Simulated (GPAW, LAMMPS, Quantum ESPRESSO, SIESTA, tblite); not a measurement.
# What went wrong? Quantum ESPRESSO on amorphous 37Ga2O3-63Al2O3 (mol %) (135 atoms)

Program: Quantum ESPRESSO 7.5, a calculation on a cell of 20 Ga, 34 Al and 81 O, 10.1 Å³ an atom.

Contents of pw.in:

```
&control
  calculation = 'scf'
  pseudo_dir = './pseudo'
  outdir = './tmp'
  disk_io = 'none'
  tprnfor = .true.
  tstress = .true.
/
&system
  ibrav = 0
  nat = 135
  ntyp = 3
  ecutwfc = 60
  ecutrho = 30
  nosym = .true.
  occupations = 'smearing'
  smearing = 'fd'
  degauss = 0.003675
/
&electrons
  conv_thr = 6.7e-07
  electron_maxstep = 50
  mixing_beta = 0.4
  mixing_mode = 'plain'
  diagonalization = 'david'
/
ATOMIC_SPECIES
Ga 69.723 Ga.upf
Al 26.982 Al.upf
O 15.999 O.upf
CELL_PARAMETERS angstrom
11.10507 0.00000 0.00000
0.00000 11.10507 0.00000
0.00000 0.00000 11.10507
ATOMIC_POSITIONS crystal
Ga 0.97498 0.55110 0.08886
Ga 0.22520 0.90361 0.93993
Ga 0.58445 0.89603 0.41209
Ga 0.30545 0.20283 0.26773
Ga 0.28813 0.49152 0.68771
Ga 0.40896 0.52464 0.98095
Ga 0.96225 0.67983 0.57488
Ga 0.16494 0.09667 0.73486
Ga 0.86211 0.41379 0.91314
Ga 0.07986 0.00672 0.28070
[... 121 atom lines left out ...]
O 0.31546 0.85053 0.09188
O 0.53716 0.44289 0.90648
O 0.23509 0.43912 0.52250
O 0.98668 0.94013 0.92006
K_POINTS gamma
```

Run with:

```console
$ OMP_NUM_THREADS=1 mpirun -np 4 pw.x -in pw.in > output.txt
```

The program printed:

```text
Program PWSCF
 %%%%%%%%%%%%%%%%%%%%%%%%%%%%%%%%%%%%%%%%%%%%%%%%%%%%%%%%%%%%%%%%%%%%%%%%%%%%%%
     Error in routine set_cutoff (1):
     ecutrho <= ecutwfc?!?
 %%%%%%%%%%%%%%%%%%%%%%%%%%%%%%%%%%%%%%%%%%%%%%%%%%%%%%%%%%%%%%%%%%%%%%%%%%%%%%
```

It took 0.69 s on 4 MPI ranks of Arm Neoverse V2, shared host; peak memory 0.33 GiB.

Banners, paths, timers and routine set-up lines are dropped from the logs unmarked, and long logs keep their key lines alone; longer cuts are marked.

Q: Find the fault and mend it.

A density cutoff under four times the waves': density cutoff 30 Ry. The sound run has density cutoff 480 Ry.

The program stopped at the start.

[Also dropped from logs without a mark: logging warnings of Python, and SIESTA's first energy breakdown and zero terms.]

[Logs are printed without paths, hosts, clocks, repeated set-up lines and the standing remarks that a program may print on its own settings, such as how far it seeks lower states.]

[Hosts, paths, dates, database ids (printed as entryN), source tags and the programs' standing remarks are cut or masked in the printed files.]
